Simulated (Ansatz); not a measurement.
## Na_B in BP (F-43m): charge-transition levels and formation energies

Wanted: the transition levels of a substitutional impurity in BP (F-43m), from a cell of 54 host atoms with 1 B taken out and 1 Na put in.

Method: place-levels on r2SCAN runs: charge-transition levels and formation energies with image-charge correction and potential alignment at the atomic sites; PAW set soft_1, in Ansatz 0.2.0.

## (1) Set-up

The cell holds 54 atoms: 26 B, 27 P and 1 Na. Its edges and angles: a = 9.623 Å, b = 9.623 Å, c = 9.623 Å, α = 60.0°, β = 60.0°, γ = 60.0°. It derives from BP (space group F-43m). Nearest the centre at fractional (0.667, 0.333, 0.667): Na47 at 0.00 Å, P22 at 1.96 Å, P40 at 1.96 Å, P24 at 1.96 Å, P28 at 1.96 Å, B41 at 3.21 Å, B35 at 3.21 Å, B29 at 3.21 Å.

Structure file:

```xyz
54
Lattice="0.0000 6.8046 6.8046 6.8046 0.0000 6.8046 6.8046 6.8046 0.0000" Properties=species:S:1:pos:R:3 pbc="T T T"
B     0.0000    0.0000    0.0000
P     3.4023    3.4023    3.4023
B     2.2682    2.2682    0.0000
P     5.6705    5.6705    3.4023
B     4.5364    4.5364    0.0000
P     7.9386    7.9386    3.4023
B     2.2682    0.0000    2.2682
P     5.6705    3.4023    5.6705
B     4.5364    2.2682    2.2682
P     7.9386    5.6705    5.6705
B     6.8046    4.5364    2.2682
P    10.2068    7.9386    5.6705
B     4.5364    0.0000    4.5364
P     7.9386    3.4023    7.9386
B     6.8046    2.2682    4.5364
P    10.2068    5.6705    7.9386
B     9.0727    4.5364    4.5364
P    12.4750    7.9386    7.9386
B     0.0000    2.2682    2.2682
P     3.4023    5.6705    5.6705
B     2.2682    4.5364    2.2682
P     5.6705    7.9386    5.6705
B     4.5364    6.8046    2.2682
P     7.9386   10.2068    5.6705
B     2.2682    2.2682    4.5364
P     5.6705    5.6705    7.9386
B     4.5364    4.5364    4.5364
P     7.9386    7.9386    7.9386
B     6.8046    6.8046    4.5364
P    10.2068   10.2068    7.9386
B     4.5364    2.2682    6.8046
P     7.9386    5.6705   10.2068
B     6.8046    4.5364    6.8046
P    10.2068    7.9386   10.2068
B     9.0727    6.8046    6.8046
P    12.4750   10.2068   10.2068
B     0.0000    4.5364    4.5364
P     3.4023    7.9386    7.9386
B     2.2682    6.8046    4.5364
P     5.6705   10.2068    7.9386
B     4.5364    9.0727    4.5364
P     7.9386   12.4750    7.9386
B     2.2682    4.5364    6.8046
P     5.6705    7.9386   10.2068
B     4.5364    6.8046    6.8046
P     7.9386   10.2068   10.2068
Na    6.8046    9.0727    6.8046
P    10.2068   12.4750   10.2068
B     4.5364    4.5364    9.0727
P     7.9386    7.9386   12.4750
B     6.8046    6.8046    9.0727
P    10.2068   10.2068   12.4750
B     9.0727    9.0727    9.0727
P    12.4750   12.4750   12.4750
```

The host's dielectric constants go in as inputs: 9.31 for the electrons alone, 9.42 with the ions, computed on the host (DFPT, PBEsol, on the r2SCAN cell), and a cell off the functional's own equilibrium shifts the ionic part.

The cell's shortest repeat is 9.6 Å.

## (2) What was run first

A transition level is the Fermi level at which two charge states cost the same, so each charge needs its own total energy, at its own relaxed structure.

Random displacements of about 0.05 Å break the site symmetry at the start, so that the relaxation can reach a distorted minimum if there is one. Forces are taken on a 2×2×2 shifted mesh. The cell holds 2 electrons more than the neutral one, with a uniform background that keeps it neutral on the whole.

The sampling was tested on the host first: at the k-points planned (1x1x1 shifted 0.25 0.25 0.25) its energy lies 0.152 eV an atom from the dense-mesh value, so the final energies take a denser sampling.

One of the inputs; charge, spin and start change from state to state.

Contents of qm2.relax/input.yaml:

```yaml
crystal:
  lattice:
    - [0.0, 2.26818541, 2.26818541]
    - [2.26818541, 0.0, 2.26818541]
    - [2.26818541, 2.26818541, 0.0]
  atoms:
    - { symbol: B, position: [0.0, 0.0, 0.0] }
    - { symbol: P, position: [0.75, 0.75, 0.75] }
  supercell: [3, 3, 3]
  defects: [{ substitution: { at: 46, symbol: Na } }]
total_charge: -2
basis:
  ecutwfc: 500
  xc_grid: 2
hamiltonian:
  xc: r2scan
  pseudopotentials: { kind: paw, azcp: { folder: soft_1 } }
kpoints:
  mp_grid: { grid: [2, 2, 2], shift: [0.5, 0.5, 0.5] }
scf:
  occupations: { method: fixed }
  max_iter: 60
output:
  forces: true
  charged_corrections: { epsilon: 9.31, static_epsilon: 9.42 }
relax:
  f_tol: 0.02
  max_steps: 80
  random_displacement: { amplitude: 0.05, seed: 8035 }
checkpoint:
  write: "../qm2.relax.run"
  compress: false
  write_wavefunctions: true
  write_every: 100000
```

Launch:

```
$ ansatz run input.yaml --threads 4 --pin off --max-ram 7536MiB --backend cpu --events-out ev --progress --plain --runs-dir out
```

The run of this state that the levels use, under r2SCAN:

Contents of qm2.point/input.yaml:

```yaml
crystal:
  checkpoint: "../qm2.relax.run"
  host: checkpoint
total_charge: -2
basis:
  ecutwfc: 500
  xc_grid: 2
hamiltonian:
  xc: r2scan
  pseudopotentials: { kind: paw, azcp: { folder: soft_1 } }
kpoints:
  mp_grid: { grid: [2, 2, 2], shift: [0.5, 0.5, 0.5] }
scf:
  occupations: { method: fixed }
  max_iter: 60
output:
  forces: true
  eigenvalues: true
  charged_corrections:
    epsilon: 9.31
    static_epsilon: 9.42
    defect_position: [0.666667, 0.333333, 0.666667]
  eigenstates: { localisation: true }
  populations: true
checkpoint:
  read: "../qm2.relax.run"
  write: "../qm2.point.run"
  compress: false
  write_wavefunctions: false
  write_every: 100000
```

Relaxations under r2SCAN at a 2×2×2 shifted mesh; times on 4 threads of Intel Xeon 6975P-C (Granite Rapids), shared host:

```csv
charge,moment (μB),occupations,outcome,steps,largest displacement against the far atoms (Å),time
−2,0,fixed,converged,12,0.94,1.8 min
−1,1,fixed,converged,14,0.89,6.5 min
0,0,fixed,converged,15,0.70,3.7 min
0,2,fixed,converged,11,0.83,5.1 min
+1,1,fixed,converged,12,0.77,5.8 min
+1,3,fixed,converged,14,0.66,5.8 min
−2,2,fixed,converged,11,0.89,4.9 min
```

Single points under r2SCAN at a 2×2×2 shifted mesh; times on 4 threads of Intel Xeon 6975P-C (Granite Rapids), shared host:

```csv
charge,moment (μB),occupations,outcome,time
−2,0,fixed,converged,9.2 s
−1,1,fixed,converged,22 s
0,0,fixed,converged,10 s
0,2,fixed,converged,25 s
+1,1,fixed,converged,24 s
+1,3,fixed,converged,22 s
−2,2,fixed,converged,22 s
```

Distances (Å) from Na47 to the nearest atoms after relaxation with r2SCAN:

```csv
charge,moment (μB),1.,2.,3.,4.,5.,6.
−2,0,P 2.26,P 2.39,P 2.39,P 2.39,B 2.76,B 2.76
−2,2,P 2.28,P 2.39,P 2.39,P 2.45,B 2.70,B 2.87
−1,1,P 2.28,P 2.39,P 2.39,P 2.45,B 2.69,B 2.88
0,0,P 2.33,P 2.37,P 2.37,P 2.58,B 2.63,B 2.80
0,2,P 2.27,P 2.41,P 2.41,P 2.42,B 2.85,B 2.86
+1,1,P 2.34,P 2.34,P 2.34,B 2.66,B 2.66,B 2.67
+1,3,P 2.31,P 2.37,P 2.39,P 2.50,B 2.84,B 3.00
```

## (3) Levels against the band edges, r2SCAN

A charged cell interacts with its images and the background, and its potential has another zero than the host's. place-levels removes the first by a point-charge model, screened by the static dielectric constant since the ions have relaxed around the charge, and the second by comparing potentials at atoms far from the defect.

The host is a run of the defect-free crystal in the same cutoffs, grids and k-points, so that basis and sampling errors cancel in part in the differences. The host is run in a cell of 2 atoms on a matching mesh. Its band edges are searched through the zone by a band path, so the gap is smaller than, or equal to, that on the mesh. Chemical potentials are energies per atom of B (alpha-rhombohedral (B12)) and Na (bcc), run with the same functional and cutoff.

Contents of levels.point.yaml:

```yaml
host:
  run: host.point.run
states: [qm2.point.run, qm1_M1.point.run, q0.point.run, q0_M2.point.run, qp1_M1.point.run, qp1_M3.point.run, qm2_M2.point.run]
geometry_from:
  qm2.point.run: qm2.relax.run
  qm1_M1.point.run: qm1_M1.relax.run
  q0.point.run: q0.relax.run
  q0_M2.point.run: q0_M2.relax.run
  qp1_M1.point.run: qp1_M1.relax.run
  qp1_M3.point.run: qp1_M3.relax.run
  qm2_M2.point.run: qm2_M2.relax.run
  host.point.run: host.relax.run
chemical_potentials:
  B:
    energy: -156.554104
    dataset: <sha256 of the dataset>
  Na:
    energy: -1488.616329
    dataset: <sha256 of the dataset>
epsilon: 9.31
static_epsilon: 9.42
vertical:
  - { from: qm2.point.run, to: qm2.point_neutral.run }
  - { from: qm1_M1.point.run, to: qm1_M1.point_neutral.run }
  - { from: qp1_M1.point.run, to: qp1_M1.point_neutral.run }
  - { from: qp1_M3.point.run, to: qp1_M3.point_neutral.run }
  - { from: qm2_M2.point.run, to: qm2_M2.point_neutral.run }
```

Launch:

```
$ ansatz place-levels levels.point.yaml -- --threads 4 --pin off --max-ram 7536MiB
```

Numbers of over 12 decimals in the logs are rounded to 6 here.

Log:

```text
[... repeated set-up lines and file paths are left out, and long positions are rounded to six places ...]
(+1/0) 0.369 eV above the valence edge, 1.038 eV under the conduction edge
(0/-1) 0.991 eV above the valence edge, 0.416 eV under the conduction edge
(-1/-2) 1.456 eV above the valence edge (+1.461 eV without the band-filling correction), in the conduction band
formation energy of charge +1: +6.301 eV with the Fermi level at the valence edge
formation energy of charge 0: +6.670 eV with the Fermi level at the valence edge
formation energy of charge -1: +7.661 eV with the Fermi level at the valence edge
formation energy of charge -2: +9.117 eV with the Fermi level at the valence edge
vertical -2 to 0: no energy, since no alignment is typed
  the change from vertical[0].from (qm2.point.run) to vertical[0].to (qm2.point_neutral.run): by its potential at epsilon 9.31 it stands at 0.620 0.287 0.587, with an rms radius of about 2.7 Å (1.6 1.6 1.4 Å across the planes of the cell's vectors); [...]
vertical -1 to 0: no energy, since no alignment is typed
  the change from vertical[1].from (qm1_M1.point.run) to vertical[1].to (qm1_M1.point_neutral.run): by its potential at epsilon 9.31 it stands at 0.619 0.244 0.619, with an rms radius of about 3.1 Å (1.9 1.6 1.9 Å across the planes of the cell's vectors); [...]
vertical +1 to 0: no energy, since no alignment is typed
  the change from vertical[2].from (qp1_M1.point.run) to vertical[2].to (qp1_M1.point_neutral.run): by its potential at epsilon 9.31 it stands at 0.594 0.261 0.593, with an rms radius of about 2.6 Å (1.6 1.4 1.5 Å across the planes of the cell's vectors); [...]
vertical +1 to 0: no energy, since no alignment is typed
[...]
of states[0] (qm2.point.run): it parts from the run at its places by a charge that spreads by about 1.6 Å along one vector (1.4 Å or more is wide), by its potential at epsilon 9.31, taken for that of held ions (one typed too small widens it), where the cell [...]
  of states[5] (qp1_M3.point.run): it parts from the run at its places by a charge that spreads by about 1.4 Å along one vector (1.4 Å or more is wide), by its potential at epsilon 9.31, taken for that of held ions (one typed too small widens it), where the [...]
  of states[2] (q0.point.run): the far atoms show a dipole or second moment of the defect's charge, for which the correction takes or leaves out 0.257 eV: further moments aren't read, and the relaxed atoms' own pattern can pass for one, so compare a larger [...]
  of states[6] (qm2_M2.point.run): it parts from the run at its places by a charge that spreads by about 2.5 Å along one vector (1.4 Å or more is wide), by its potential at epsilon 9.31, taken for that of held ions (one typed too small widens it), where the [...]
  of vertical[0].from (qm2.point.run): it parts from the run at its places by a charge that spreads by about 1.6 Å along one vector (1.4 Å or more is wide), by its potential at epsilon 9.31, taken for that of held ions (one typed too small widens it), where [...]
  of vertical[0].to (qm2.point_neutral.run): band_overlap_at_count
  of vertical[1].from (qm1_M1.point.run): stability_check_not_made; [...]
  of vertical[2].from (qp1_M1.point.run): stability_check_not_made; [...]
  of vertical[3].from (qp1_M3.point.run): its moments are held at its close (magnetization.spin_locking), by a field of 0.097 eV a Bohr magneton, and its energy and levels are of the state that this holds: a run that lets them go can end lower; [...]
  of vertical[4].from (qm2_M2.point.run): its moments are held at its close (magnetization.spin_locking), by a field of 0.512 eV a Bohr magneton, and its energy and levels are of the state that this holds: a run that lets them go can end lower; [...]
```

The job ended after 0.47 s (4 threads of Intel Xeon 6975P-C (Granite Rapids), shared host).

Levels between the charges placed, in eV above the valence top:

```csv
,gap (eV),(+1/0),(0/−1),(−1/−2)
r2SCAN,1.41,0.37,0.99,1.46
```

Corrections by state:

```csv
charge,moment (μB),image terms and alignment (eV),band filling (eV),ε used,"over the lowest of its charge, as the program ranks them, band filling apart (eV)"
+1,1.0,0.177,-,9.42,0.000
0,2.0,0.000,-,-,0.000
−1,1.0,0.199,-,9.42,0.000
−2,0.0,0.799,-0.004,9.42,0.000
+1,3.0,0.201,-,9.42,0.428
0,0.0,0.000,-,-,0.083
−2,2.0,0.725,-,9.42,0.945
```

The charged structures listed were also run neutral, and place-levels reads from each pair, by the potential or the spins, how wide the charge is by which they differ; that can be the carrier of either run.

```csv
charge,rms radius (Å),spread where it is widest against the cell (Å),wide from (Å),reading
+1,2.6,1.62,1.36,wide
−1,3.1,1.86,1.36,wide
−2,2.7,1.62,1.36,wide
```

The neutral runs of these pairs need not share the spin of the lowest neutral state, and very wide values only mean spread over the cell.

From the program's caveats on the states, each cut to its opening words:

- charge +1 (1 μB), −2: it parts from the run at its places by a charge that spreads by about 1.6 Å along one vector (1.4 Å or more is wide), by its potential at epsilon 9.31, taken [...]
- charge +1 (1 μB): its alignment with the host at atomic sites is doubtful: the mean over the far sites moves by -0.1407 eV from their farther parts to their nearer, more than [...]
- charge +1 (1 μB), 0 (2 μB), −1 (1 μB), +1 (3 μB), −2 (2 μB): flagged: stability check not made
- charge 0 (2 μB): the far atoms show a dipole or second moment of the defect's charge, for which the correction takes or leaves out 0.055 eV: further moments aren't read, and [...]
- charge −1 (1 μB): it parts from the run at its places by a charge that spreads by about 1.9 Å along one vector (1.4 Å or more is wide), by its potential at epsilon 9.31, taken [...]
- charge −1 (1 μB): its alignment with the host at atomic sites is doubtful: the mean over the far sites moves by +0.1162 eV from their farther parts to their nearer, more than [...]
- charge −2: a band-filling correction moves a carrier to the host's band edge, which changes its energy by -0.004 eV
- charge −2: its alignment with the host at atomic sites is doubtful: the mean over the far sites moves by +0.2378 eV from their farther parts to their nearer, more than [...]
- charge +1 (3 μB): it parts from the run at its places by a charge that spreads by about 1.4 Å along one vector (1.4 Å or more is wide), by its potential at epsilon 9.31, taken [...]
- charge +1 (3 μB): its alignment with the host at atomic sites is doubtful: the mean over the far sites moves by -0.1215 eV from their farther parts to their nearer, more than [...]
- charge +1 (3 μB): its moments are held at its close (magnetization.spin_locking), by a field of 0.097 eV a Bohr magneton, and its energy and levels are of the state that this [...]
- charge 0: the far atoms show a dipole or second moment of the defect's charge, for which the correction takes or leaves out 0.257 eV: further moments aren't read, and [...]
- charge −2 (2 μB): it parts from the run at its places by a charge that spreads by about 2.5 Å along one vector (1.4 Å or more is wide), by its potential at epsilon 9.31, taken [...]
- charge −2 (2 μB): its alignment with the host at atomic sites is doubtful: the mean over the far sites moves by +0.0760 eV from their farther parts to their nearer, more than [...]

The host's formation energy from the elements is -0.484 eV per atom; it sets how far the chemical potentials can move.

Limit set by the element alone; other compounds of these elements are not counted. Chemical potentials from the elements' reference states: B 0.00 eV, P -0.97 eV, Na 0.00 eV. Formation energy by charge state (B-rich; gap 1.41 eV):

```csv
charge,at valence top (eV),at conduction bottom (eV),correction included (eV)
+1,6.30,7.71,0.18
0,6.67,6.67,0.00
−1,7.66,6.25,0.20
−2,9.12,6.30,0.79
```

```csv
Fermi level (eV),lowest formation energy (eV)
0.00,6.30
0.13,6.43
0.26,6.56
0.38,6.67
0.51,6.67
0.64,6.67
0.77,6.67
0.90,6.67
1.02,6.64
1.15,6.51
1.28,6.38
1.41,6.25
```

Limit set by the element alone; other compounds of these elements are not counted. Chemical potentials from the elements' reference states: P 0.00 eV, B -0.97 eV, Na 0.00 eV. Formation energies (P-rich), with the Fermi level at the valence top and at the conduction bottom (gap 1.41 eV):

```csv
charge,at valence top (eV),at conduction bottom (eV),correction included (eV)
+1,5.33,6.74,0.18
0,5.70,5.70,0.00
−1,6.69,5.29,0.20
−2,8.15,5.33,0.79
```

```json
{"Fermi level (eV)": "0.00", "lowest formation energy (eV)": "5.33"}
{"Fermi level (eV)": "0.13", "lowest formation energy (eV)": "5.46"}
{"Fermi level (eV)": "0.26", "lowest formation energy (eV)": "5.59"}
{"Fermi level (eV)": "0.38", "lowest formation energy (eV)": "5.70"}
{"Fermi level (eV)": "0.51", "lowest formation energy (eV)": "5.70"}
{"Fermi level (eV)": "0.64", "lowest formation energy (eV)": "5.70"}
{"Fermi level (eV)": "0.77", "lowest formation energy (eV)": "5.70"}
{"Fermi level (eV)": "0.90", "lowest formation energy (eV)": "5.70"}
{"Fermi level (eV)": "1.02", "lowest formation energy (eV)": "5.67"}
{"Fermi level (eV)": "1.15", "lowest formation energy (eV)": "5.54"}
{"Fermi level (eV)": "1.28", "lowest formation energy (eV)": "5.41"}
{"Fermi level (eV)": "1.41", "lowest formation energy (eV)": "5.29"}
```

## (4) Outcome

* gap of the host: 1.41 eV (r2SCAN)
* level (plus 1/0): 0.37 eV above the valence top
* level (0/minus 1): 0.99 eV above the valence top
* level (minus 1/minus 2): 1.46 eV above the valence top, past the conduction bottom (1.46 eV above the valence top without the band-filling term)
* lowest of the charges placed, just above the valence top (0.02 eV): +1
* lowest of the charges placed, just below the conduction bottom (0.02 eV): −1
* lowest formation energy at mid-gap of the charges run, B-rich: 6.67 eV
* lowest formation energy at mid-gap of the charges run, P-rich: 5.70 eV

What this shows: Of the charges placed (−2, −1, 0 and +1), the lowest changes at 0.37 eV (+1/0) and 0.99 eV (0/−1) above the valence top, in a gap of 1.41 eV. Charges above +1 were not placed, so these runs say nothing of levels that involve them. States placed: +1 at 1 μB and 3 μB; 0 at 2 μB and 0 μB; −1 at 1 μB; −2 at 0 μB and 2 μB. Other spin states or structures, where not listed, weren't placed. Na is taken at its element; compounds, which aren't counted here, bound the chemical potentials and would shift these formation energies. The program doubts the alignment of potentials for at least one state, a sign that the cell is small. Limits: r2SCAN makes the gap too small and tends to spread out bound carriers.

[Logs are printed without paths, hosts, clocks, repeated set-up lines and the standing remarks that a program may print on its own settings, such as how far it seeks lower states.]

[Hosts, paths, dates, database ids (printed as entryN), source tags and the programs' standing remarks are cut or masked in the printed files.]

[Where a table of states has a column of steps, it counts the stored structures, which are thinned; the runs took as many ionic steps or more.]

[A defect's name tells the site on which it was built; relaxed atoms can leave that site.]

[For some hosts the program warned that the k-mesh of the response run may be too coarse for force constants and the static dielectric constant; such warnings are not shown here.]
